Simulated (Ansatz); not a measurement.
## How many bands does the GW gap of Bi3O4Cl (C2/c) need?

Wanted: a G0W0 gap for Bi3O4Cl (C2/c) that is converged in bands and cutoff, or an estimate of the limit.

Method: G0W0 on LDA, plane waves, PAW, in Ansatz 0.2.0.

Most raw output is cut from this account.

## (1) The structure

The structure is monoclinic, space group C2/c (No. 15). Conventional cell: a = 19.281 Å, b = 5.648 Å, c = 5.695 Å, α = 90.00°, β = 105.65°, γ = 90.00°. Bi has 4 O at 2.19 to 2.37 Å nearest. Nearest to Bi lie 3 O at 2.10 to 2.13 Å and 1 Cl at 3.22 Å. Cl has 4 Bi at 3.22 to 3.31 Å nearest. Nearest to O lie 2 Bi at 2.10 to 2.13 Å. O has 3 Bi at 2.10 to 2.37 Å nearest. Farther neighbours and most contacts between anions are not listed.

The cell and positions come from the Crystallography Open Database and are kept as given unless a step says otherwise. Spin-orbit coupling is left out unless a step names it. The default PAW set here is soft_2. Its files were made with PBE.

## (2) 165 empty bands, screening to 39 eV

Now the one-shot GW correction: screening in the RPA, then the self-energy of the levels asked for.

Input file input.yaml:

```yaml
crystal:
  lattice:
    - [9.6406818171, -2.8238, 0.0]
    - [9.6406818171, 2.8238, 0.0]
    - [-1.5365156966, 0.0, 5.484222887]
  atoms:
    - { symbol: Bi, position: [0.2925, 0.7075, 0.75] }
    - { symbol: Bi, position: [0.7075, 0.2925, 0.25] }
    - { symbol: Bi, position: [0.93879, 0.35443, 0.9332] }
    - { symbol: Bi, position: [0.64557, 0.06121, 0.5668] }
    - { symbol: Bi, position: [0.06121, 0.64557, 0.0668] }
    - { symbol: Bi, position: [0.35443, 0.93879, 0.4332] }
    - { symbol: Cl, position: [0.0, 0.5, 0.5] }
    - { symbol: Cl, position: [0.5, 0.0, 0.0] }
    - { symbol: O, position: [0.055, 0.1312, 0.6074] }
    - { symbol: O, position: [0.8688, 0.945, 0.8926] }
    - { symbol: O, position: [0.945, 0.8688, 0.3926] }
    - { symbol: O, position: [0.1312, 0.055, 0.1074] }
    - { symbol: O, position: [0.4988, 0.6314, 0.4794] }
    - { symbol: O, position: [0.3686, 0.5012, 0.0206] }
    - { symbol: O, position: [0.5012, 0.3686, 0.5206] }
    - { symbol: O, position: [0.6314, 0.4988, 0.9794] }
kpoints:
  mp_grid: { grid: [4, 4, 4] }
hamiltonian:
  xc: lda
scf:
  occupations: { method: fixed }
gw:
  n_empty_bands: 165
  ecut_chi: 39
  qp_bands: [v4, c4]
  qp_kpoints: band_edges
  screening: { model: contour_deformation }
```

Command:

```
$ ansatz run input.yaml --threads 3 --pin off --max-ram 92160MiB --backend cuda --events-out ev --progress --plain --runs-dir out --devices 1 --max-vram 13GiB
```

It took 1.9 min on 1 × NVIDIA H100 80GB HBM3 (shared by 6 runs) with 3 threads of AMD EPYC 7R13 (Zen 3), shared host; peak memory 1.9 GiB; 3 min of CPU time.

This step gave:

* bands summed: 241
* RPA ε∞ on this mesh (eigenvalues): 5.390, 5.426, 5.617
* plane waves in the screening matrix: 161
* q-points in the mesh: 64
* G0W0 gap on the mesh: 3.380 eV
* k of the valence top: 0, -0.5, 0
* k of the conduction bottom: -0.5, -0.5, 0
* starting gap on the mesh: 2.476 eV
* Z at the valence top: 0.7608
* Z at the conduction bottom: 0.8202
* least direct G0W0 gap on the computed points: 3.407 eV

The gap on the mesh goes from 2.48 eV to 3.38 eV, a correction of +0.90 eV. Between the two edge states, bare exchange in place of the xc potential would open the gap by 7.58 eV, and correlation takes back 6.67 eV.

## (3) 467 empty bands, screening to 78 eV

Bands and screening cutoff are moved together, since each hides the error of the other.

input.yaml, as its differences from that of step 2:

```diff
@@ -29,4 +29,4 @@
 gw:
-  n_empty_bands: 165
-  ecut_chi: 39
+  n_empty_bands: 467
+  ecut_chi: 78
   qp_bands: [v4, c4]
```

Wall time 3.4 min (1 × NVIDIA H100 80GB HBM3 (shared by 6 runs) with 3 threads); peak memory 3.6 GiB.

This step gave:

```
bands summed                                 : 543
RPA ε∞ on this mesh (eigenvalues)            : 5.364, 5.398, 5.588
plane waves in the screening matrix          : 461
q-points in the mesh                         : 64
G0W0 gap on the mesh                         : 3.339 eV
k of the valence top                         : 0, -0.5, 0
k of the conduction bottom                   : -0.5, -0.5, 0
starting gap on the mesh                     : 2.476 eV
Z at the valence top                         : 0.7519
Z at the conduction bottom                   : 0.8157
least direct G0W0 gap on the computed points : 3.401 eV
```

Against the run with 4×4×4 mesh, 165 empty bands, screening to 39 eV, the gap moves by −0.04 eV.

## (4) 1005 empty bands, screening to 130 eV

input.yaml, as its differences from that of step 3:

```diff
@@ -29,4 +29,4 @@
 gw:
-  n_empty_bands: 467
-  ecut_chi: 78
+  n_empty_bands: 1005
+  ecut_chi: 130.0
   qp_bands: [v4, c4]
```

It took 11 min on 1 × NVIDIA H100 80GB HBM3 (shared by 6 runs) with 3 threads; peak memory 8 GiB.

This step gave:

- bands summed: 1081
- RPA ε∞ on this mesh (eigenvalues): 5.325, 5.350, 5.527
- plane waves in the screening matrix: 1013
- G0W0 gap on the mesh: 3.459 eV
- k of the valence top: 0, -0.5, 0
- k of the conduction bottom: -0.5, -0.5, 0
- starting gap on the mesh: 2.476 eV
- least direct G0W0 gap on the computed points: 3.525 eV

Against the run with 4×4×4 mesh, 467 empty bands, screening to 78 eV, the gap moves by +0.12 eV.

## (5) Changing the k mesh: 2×2×2 mesh, 467 empty bands, screening to 78 eV

Only the mesh changes. It samples the long-range screening, which converges on its own terms. Bands and cutoff differ from the step before, so it is read against an earlier run that matches them.

input.yaml, as its differences from that of step 4:

```diff
@@ -23,3 +23,3 @@
 kpoints:
-  mp_grid: { grid: [4, 4, 4] }
+  mp_grid: { grid: [2, 2, 2] }
 hamiltonian:
@@ -29,4 +29,4 @@
 gw:
-  n_empty_bands: 1005
-  ecut_chi: 130.0
+  n_empty_bands: 467
+  ecut_chi: 78
   qp_bands: [v4, c4]
```

Elapsed: 18 s, on 1 × NVIDIA H100 80GB HBM3 (shared by 6 runs) with 3 threads; peak memory 1.8 GiB.

This step gave:

| Quantity | Value |
| --- | --- |
| bands summed | 543 |
| RPA ε∞ on this mesh (eigenvalues) | 5.500, 5.735, 5.966 |
| plane waves in the screening matrix | 461 |
| G0W0 gap on the mesh | 3.327 eV |
| k of the valence top | 0, -0.5, 0 |
| k of the conduction bottom | -0.5, -0.5, 0 |
| starting gap on the mesh | 2.480 eV |
| least direct G0W0 gap on the computed points | 3.380 eV |

Against the run with 4×4×4 mesh, 467 empty bands, screening to 78 eV, the gap moves by −0.012 eV.

## (6) Side by side

Times are wall times on 1 × NVIDIA H100 80GB HBM3 (shared by 6 runs) with 3 threads of AMD EPYC 7R13 (Zen 3), shared host, good to a factor of about two.

| mesh | files | frequency | bands summed | cutoff (eV) | start (eV) | G0W0 (eV) | time | host memory (GiB) |
| --- | --- | --- | --- | --- | --- | --- | --- | --- |
| 4×4×4 | default PAW | contour deformation | 241 | 39 | 2.476 | 3.380 | 1.9 min | 1.9 |
| 4×4×4 | default PAW | contour deformation | 543 | 78 | 2.476 | 3.339 | 3.4 min | 3.6 |
| 4×4×4 | default PAW | contour deformation | 1081 | 130 | 2.476 | 3.459 | 11 min | 8.0 |
| 2×2×2 | default PAW | contour deformation | 543 | 78 | 2.480 | 3.327 | 18 s | 1.8 |

How the two edges are built up, in eV (the quasiparticle level is the starting level plus Σx plus Σc less Vxc):

| run | edge | start | Σx | Σc | Vxc | Z | QP |
| --- | --- | --- | --- | --- | --- | --- | --- |
| 241 bands | valence top | 7.40 | -24.03 | 3.61 | -20.70 | 0.76 | 7.68 |
| 241 bands | conduction bottom | 9.88 | -10.33 | -3.07 | -14.58 | 0.82 | 11.06 |
| 543 bands | valence top | 7.40 | -24.03 | 3.38 | -20.70 | 0.75 | 7.45 |
| 543 bands | conduction bottom | 9.88 | -10.33 | -3.33 | -14.58 | 0.82 | 10.79 |
| 1081 bands | valence top | 7.40 | -24.03 | 3.08 | -20.70 | 0.75 | 7.15 |
| 1081 bands | conduction bottom | 9.88 | -10.33 | -3.51 | -14.58 | 0.81 | 10.61 |

## (7) Summary of results

* 241 bands, 39 eV: 3.380 eV
* 543 bands, 78 eV: 3.339 eV
* 1081 bands, 130 eV: 3.459 eV
* mesh and start: 4×4×4, LDA

**Reading.** From 241 to 1081 bands the gap moves by +0.08 eV while the time grows 5.5-fold. Σc changes by −0.52 eV at the valence top and −0.45 eV at the conduction bottom, so the levels themselves move more than the gap between them. The gap turns back along the series, so no limit is drawn from it. On the 2×2×2 mesh in place of 4×4×4 the gap differs by −0.01 eV, of which +0.004 eV is already in the start. Where an edge is built on 6p states of lead, bismuth or thallium, scalar-relativistic gaps usually stand too wide, by a few tenths to over one eV. The many-body steps are scalar-relativistic: spin-orbit coupling is not in them.

[Paths, hosts, dates, memory and timing lines, banners, echoed tables and standing remarks are left out of the program output.]

[Logs are printed without paths, hosts, clocks, repeated set-up lines and the standing remarks that a program may print on its own settings, such as how far it seeks lower states.]

[Runs of the session that timed out or met a known fault of the program may be left out.]

[Cells called generated may have been cut or substituted from an entry of the Crystallography Open Database or the Materials Project.]

[Hosts, paths, dates, database ids (printed as entryN), source tags and the programs' standing remarks are cut or masked in the printed files.]
